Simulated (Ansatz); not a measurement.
# Changed inputs in constrained RPA: VOCl (Pmmn)

Wanted: the sensitivity and cost of U and J for VOCl (Pmmn).

Calculated with Ansatz 0.2.0; constrained RPA on LDA, plane waves, PAW.

### Step 1. The starting structure

It takes space group Pmmn (No. 59, orthorhombic). Conventional cell: a = 3.300 Å, b = 3.780 Å, c = 7.910 Å, α = 90.00°, β = 90.00°, γ = 90.00°. Nearest to V lie 4 O at 1.97 to 2.08 Å and 2 Cl at 2.36 Å. Cl has 2 V at 2.36 Å nearest. Nearest to O lie 4 V at 1.97 to 2.08 Å. Farther neighbours and most contacts between anions are not listed.

The cell and positions come from the Crystallography Open Database and are kept as given unless a step says otherwise. The program's search for lower electronic states was switched off, so nothing shows that the state found is the lowest. The default PAW set here is soft_2. Its files were made with PBE.

### Step 2. Base: V d, bands v2 to c8, 6×4×2 mesh, medium accuracy

Constrained RPA screens the interaction with every transition except those inside the target bands, which a later many-body model would treat itself.

Contents of input.yaml:

```yaml
crystal:
  lattice:
    - [0.0, 0.0, 3.3]
    - [0.0, -3.78, 0.0]
    - [7.91, 0.0, 0.0]
  atoms:
    - { symbol: V, position: [0.0, 0.5, 0.1148] }
    - { symbol: V, position: [0.5, 0.0, 0.8852] }
    - { symbol: Cl, position: [0.5, 0.5, 0.3279] }
    - { symbol: Cl, position: [0.0, 0.0, 0.6721] }
    - { symbol: O, position: [0.5, 0.5, 0.9542] }
    - { symbol: O, position: [0.0, 0.0, 0.0458] }
kpoints:
  mp_grid: { grid: [8, 6, 4] }
hamiltonian:
  xc: lda
scf:
  occupations: { method: gaussian, width: 0.08 }
  n_extra_bands: 24
  max_iter: 150
  lower_state_search: "off"
output:
  crpa:
    kmesh: [6, 4, 2]
    target_bands: [v2, c8]
    projections: [{ species: V, l: d, shell: 3 }]
  local_orbitals:
    kmesh: [12, 8, 4]
    orbitals: [{ species: V, l: d, shell: 3 }]
    window: { bands: [v2, c8] }
    seedname: lo
```

Launch:

```bash
$ ansatz run input.yaml --threads 4 --pin off --max-ram 9216MiB --backend cpu --events-out ev --progress --plain --runs-dir out
```

Numbers of over 12 decimals in the logs are rounded to 6 here.

Log:

```text
scf.n_extra_bands = 24 over 26 filled bands (N_el = 52.0): the run solves 50 bands
Engine: ansatz 0.2.0, aarch64-unknown-linux-gnu
Pseudopotentials: kind: paw
Pseudopotential: V, paw, valence charge 13, recommended cutoff 420 eV (normal), V.paw.azcp
Pseudopotential: Cl, paw, valence charge 7, recommended cutoff 420 eV (normal), Cl.paw.azcp
Pseudopotential: O, paw, valence charge 6, recommended cutoff 420 eV (normal), O.paw.azcp
Functional definition: SPW92
  exchange = slater_x
  correlation = pw_c
Crystal: 6 atoms, lattice volume = 98.669 Å³
Basis set: ecut = 420 eV, 1957 PW (Γ)
Bands: 50, of which v1, the nominal top of the filled ones, is band 26 counted from 1 (25 counted from 0)
Symmetry: 8 space group operations
Space group: Pmmn (ITA 59), of the structure as read, at distance tolerance 4.6e-5 Å
k-points: 60 of 192
Non-local potential: V, projectors of the file, l = 0: 3, l = 1: 2, l = 2: 3, l = 3: 1
Non-local potential: Cl, projectors of the file, l = 0: 2, l = 1: 2, l = 2: 2
Non-local potential: O, projectors of the file, l = 0: 2, l = 1: 2, l = 2: 1
PAW form: soft (Blöchl's): semilocal exchange-correlation on the pseudo side does not see the compensation charge
PAW frozen core: V, regenerated for the run's functional, and the local potential with it (the file was generated under x = pbe(κ = 0.804, μ = 0.219515), c = pbe(β = 0.066725))
PAW frozen core: Cl, regenerated for the run's functional, and the local potential with it (the file was generated under x = pbe(κ = 0.804, μ = 0.219515), c = pbe(β = 0.066725))
PAW frozen core: O, regenerated for the run's functional, and the local potential with it (the file was generated under x = pbe(κ = 0.804, μ = 0.219515), c = pbe(β = 0.066725))
PAW one-centre angular grid: V, 590 points (default); XC on 64 Gauss nodes
PAW one-centre angular grid: Cl, 110 points (default); XC on 64 Gauss nodes
PAW one-centre angular grid: O, 110 points (default); XC on 64 Gauss nodes
Initial density: superposition of atomic densities (neutral atoms: chi_scale 0, normalization atom), corrected by the library's trained network
Initial wavefunctions: pseudopotential atomic-orbital guess
Functional: x = slater, c = lda
SCF iter   1: F=—  HF=-8924.240679 eV  |F-HF|=—  |Δ(HF+E_count)|=         —  Δρ=1.23e-2  dr2=1.24e-1  ethr=1.77e-3  ⟨swp⟩=5.5  Hψ=12841  notcnv=0  defer=435
preconditioner: auto → LDOS  [metal: Δε(μ)=0.025 eV  Ē_g=14.782 eV  σ=0.080 eV  W_gap=0.17  n_scr=22 (ndim 8)  ℏωp=22.4 eV  f_vac=0.122  D(μ)=8.87/eV (n_scr^D=102)  β→1.0]
SCF iter   2: F=—  HF=-8924.220647 eV  |F-HF|=—  |Δ(HF+E_count)|=   2.00e-2  Δρ=8.79e-3  dr2=3.02e-2  ethr=2.38e-4  ⟨swp⟩=2.5  Hψ=5214  notcnv=0  defer=954
[...]
cRPA screening: q 3/48
cRPA screening: q 5/48 (q-point 4)
cRPA screening: q 7/48 (q-point 5)
cRPA screening: q 8/48 (q-point 6)
cRPA screening: q 9/48
cRPA screening: q 11/48 (q-point 10)
cRPA screening: q 13/48 (q-point 11)
cRPA screening: q 15/48 (q-point 12)
cRPA screening: q 17/48 (q-point 13)
cRPA screening: q 19/48 (q-point 14)
[...]
cRPA screening: q 43/48 (q-point 27)
cRPA screening: q 45/48 (q-point 28)
cRPA screening: q 47/48 (q-point 29)
cRPA screening: q 48/48 (q-point 30)
SCF converged after 8 iterations
Free energy (F): -8924.208325 eV
Harris-Foulkes:  -8924.208325 eV  (|F-HF|=1.92e-8)
Internal energy: -8924.179551 eV  (E = F + TS)
E sigma→0 (E₀):  -8924.193938 eV
Entropy (-TS):   -0.028774 eV (-4.796 meV/atom)
Fermi energy:    7.603254 eV
--- Per-component energies (eV) ---
  E_band       = -602.509040
  E_kinetic    = 1334.942236
  E_local      = -6492.232226  (includes V_loc(G=0)·N_el)
  E_nonlocal   = 77.908670
  E_hartree    = 2846.777040
  E_xc         = -611.373054
  E_vxc        = -753.733158  (∫ρ·V_xc dr)
  E_paw        = -3665.606743  (= ΣΔE_a)
  E_vpaw       = -462.939737  (= ΣTr[D̂ρ^β])
  E_aug_tail   = 0.005749  (compensation charges beyond the density's cutoff)
  E_ewald      = -2415.868349
  E_core_change = 1.267126  (= ΣΔE_core)
  E_smearing   = -0.028774  (= −TS)
  E_closure    = 0.000000  (closes the sum)
  Σ components = -8924.208325   (vs F -8924.208325, Δ=0.00e0)
--- Band table (eV; the first three rows and the last of 60) ---
  k-point 0: bands = [... 22 lower, 4.0257, 4.3833, 6.7598, 7.2527, 7.2782, 7.6963, 8.4941, 8.8303, ... 20 higher]
  k-point 1: bands = [... 22 lower, 3.9963, 4.3317, 6.7599, 7.2619, 7.2873, 7.6961, 8.4566, 8.8669, ... 20 higher]
  k-point 2: bands = [... 22 lower, 3.9951, 4.2668, 6.7600, 7.2706, 7.2961, 7.6960, 8.4247, 8.8976, ... 20 higher]
  k-point 59: bands = [... 22 lower, 3.6277, 3.6277, 7.4119, 7.4119, 7.7939, 7.7939, 8.1880, 8.1880, ... 20 higher]
--- cRPA (band scheme, projected local orbitals): target bands 25..34 (1-based), 10 Wannier function(s), 6×4×2 mesh, 68 bands' worth read of 73 solved, ecut_chi 136.0 eV, v(q+G=0) probe_charge, pair densities all_electron ---
  χ-basis size per q: N_G = 344..378
  window electrons = 4.0000, filled by tetrahedron_uncorrected; constrained ε̄⁻¹(q = 0, 0) head = 0.256138; min gauge Gram eig = 0.6060
  Kanamori averages over each shell's own Wannier functions (sites counted from 0, functions from 1):
  Each shell's averages of U are screened by what lies outside the whole window alone: parameters of one model of all the shells.
    Site 0, 3D, 5 of 5 d orbitals (Wannier functions 1, 2, 3, 4, 5; wannier90's mr 1, 2, 3, 4, 5):
      screened: U = 4.2033 eV, U' = 3.3498 eV, J = 0.4198 eV
      screened, to within: U = 6.3e-3 eV, U' = 6.3e-3 eV, J = 5.7e-4 eV
      bare: V = 16.4625 eV, V' = 15.3413 eV, J = 0.5474 eV
    Site 1, 3D, 5 of 5 d orbitals (Wannier functions 6, 7, 8, 9, 10; wannier90's mr 1, 2, 3, 4, 5):
      screened: U = 4.2033 eV, U' = 3.3498 eV, J = 0.4198 eV
      screened, to within: U = 6.3e-3 eV, U' = 6.3e-3 eV, J = 5.7e-4 eV
      bare: V = 16.4625 eV, V' = 15.3413 eV, J = 0.5474 eV
  Hermiticity witness max|P − P†| over intra, direct and exchange elements: 1.60e-14 eV (screened), 4.31e-17 eV (bare)
  Reality witness max|Im| over intra, direct and exchange elements: 1.12e-8 eV (screened), 3.93e-12 eV (bare)
```

The job ended after 15 min (4 threads of Arm Neoverse V1, shared host; peak memory 0.84 GiB).

Numbers from this step:

- U: 4.203 eV
- U prime (inter-orbital): 3.350 eV
- J: 0.4198 eV
- bare V: 16.46 eV
- bare J: 0.5474 eV
- stated bound on U: 0.006246 eV
- U over bare V: 0.2553
- electrons in the window: 4.000
- head of the constrained inverse dielectric matrix: 0.2561
- least eigenvalue of the projection's overlap: 0.6060
- target functions: 10
- bands in the sums: 68
- r.m.s. miss of the model bands: 9.45e-5 eV
- width of the target bands: 3.615 eV
- weight of the projected orbitals in the window: 0.8078

On the V d shell, screening brings the on-site interaction from 16.5 eV down to U = 4.20 eV.

### Step 3. Changed: 2×2×2 mesh

input.yaml, as its differences from that of step 2:

```diff
@@ -23,9 +23,4 @@
   crpa:
-    kmesh: [6, 4, 2]
+    kmesh: [2, 2, 2]
     target_bands: [v2, c8]
     projections: [{ species: V, l: d, shell: 3 }]
-  local_orbitals:
-    kmesh: [12, 8, 4]
-    orbitals: [{ species: V, l: d, shell: 3 }]
-    window: { bands: [v2, c8] }
-    seedname: lo
```

Log:

```text
[...]
Crystal: 6 atoms, lattice volume = 98.669 Å³
Basis set: ecut = 420 eV, 1957 PW (Γ)
Bands: 50, of which v1, the nominal top of the filled ones, is band 26 counted from 1 (25 counted from 0)
[... 1 set-up line as in the run before ...]
[...]
k-points: 60 of 192
[...]
SCF iter   1: F=—  HF=-8924.240679 eV  |F-HF|=—  |Δ(HF+E_count)|=         —  Δρ=1.23e-2  dr2=1.24e-1  ethr=1.77e-3  ⟨swp⟩=5.5  Hψ=12841  notcnv=0  defer=435
[...]
SCF iter   8: F=-8924.208325 eV  HF=-8924.208325 eV  |F-HF|=1.92e-8  |Δ(HF+E_count)|=   2.29e-7  Δρ=6.79e-6  dr2=4.35e-8  ethr=1.92e-10  ⟨swp⟩=9.4  Hψ=14354  notcnv=0
SCF 1 converged in 8 iterations: F = -8924.208325 eV  dr2 = 4.35e-8
[...]
NSCF: frozen V_eff on 8 k-points
cRPA screening: q 1/8
cRPA screening: q 2/8
cRPA screening: q 3/8
cRPA screening: q 4/8
cRPA screening: q 5/8
cRPA screening: q 6/8
cRPA screening: q 7/8
cRPA screening: q 8/8
SCF converged after 8 iterations
Free energy (F): -8924.208325 eV
[...]
Internal energy: -8924.179551 eV  (E = F + TS)
E sigma→0 (E₀):  -8924.193938 eV
Entropy (-TS):   -0.028774 eV (-4.796 meV/atom)
Fermi energy:    7.603254 eV
[...]
--- Band table (eV; the first three rows and the last of 60) ---
  k-point 0: bands = [... 22 lower, 4.0257, 4.3833, 6.7598, 7.2527, 7.2782, 7.6963, 8.4941, 8.8303, ... 20 higher]
  k-point 1: bands = [... 22 lower, 3.9963, 4.3317, 6.7599, 7.2619, 7.2873, 7.6961, 8.4566, 8.8669, ... 20 higher]
  k-point 2: bands = [... 22 lower, 3.9951, 4.2668, 6.7600, 7.2706, 7.2961, 7.6960, 8.4247, 8.8976, ... 20 higher]
  k-point 59: bands = [... 22 lower, 3.6277, 3.6277, 7.4119, 7.4119, 7.7939, 7.7939, 8.1880, 8.1880, ... 20 higher]
[...]
χ-basis size per q: N_G = 344..378
[...]
screened: U = 4.4144 eV, U' = 3.5538 eV, J = 0.4198 eV
      screened, to within: U = 7.6e-3 eV, U' = 7.6e-3 eV, J = 5.9e-4 eV
      bare: V = 16.5965 eV, V' = 15.4632 eV, J = 0.5456 eV
[...]
screened: U = 4.4144 eV, U' = 3.5538 eV, J = 0.4198 eV
      screened, to within: U = 7.6e-3 eV, U' = 7.6e-3 eV, J = 5.9e-4 eV
      bare: V = 16.5965 eV, V' = 15.4632 eV, J = 0.5456 eV
[...]
```

Elapsed: 69 s, on 4 threads; peak memory 0.71 GiB; 4.4 min of CPU time.

This step gave:

- U: 4.414 eV
- U prime (inter-orbital): 3.554 eV
- J: 0.4198 eV
- bare V: 16.60 eV
- bare J: 0.5456 eV
- stated bound on U: 0.007564 eV
- U over bare V: 0.2660
- electrons in the window: 4.000
- head of the constrained inverse dielectric matrix: 0.2538
- least eigenvalue of the projection's overlap: 0.6389
- target functions: 10
- bands in the sums: 68
- width of the target bands: 3.615 eV
- weight of the projected orbitals in the window: 0.8078

On the V d shell, screening brings the on-site interaction from 16.6 eV down to U = 4.41 eV.

### Step 4. Side by side

Times are wall times on 4 threads of Arm Neoverse V1, shared host, good to a factor of about two.

| run | bare V (eV) | U (eV) | J (eV) | bound on U (eV) | width (eV) | time |
| --- | --- | --- | --- | --- | --- | --- |
| target window | 16.46 | 4.203 | 0.420 | 0.0062 | 3.62 | 15 min |
| 2×2×2 mesh | 16.60 | 4.414 | 0.420 | 0.0076 | 3.62 | 69 s |

### Step 5. What came out

```json
{
 "target window": "U 4.20 eV, J 0.42 eV",
 "2×2×2 mesh": "U 4.41 eV, J 0.42 eV"
}
```

What this shows: 2×2×2 mesh moves U by +0.21 eV at 0.077 times the time. The printed bound covers the solver alone, not the mesh, and no denser mesh than the base was run. The parent state is non-magnetic and the interaction static (zero frequency); U depends on the window and the orbitals, so it belongs to this model alone.

[Paths, hosts, dates, memory and timing lines, banners, echoed tables and standing remarks are left out of the program output.]

[Logs are printed without paths, hosts, clocks, repeated set-up lines and the standing remarks that a program may print on its own settings, such as how far it seeks lower states.]

[Runs of the session that timed out or met a known fault of the program may be left out.]

[Hosts, paths, dates, database ids (printed as entryN), source tags and the programs' standing remarks are cut or masked in the printed files.]
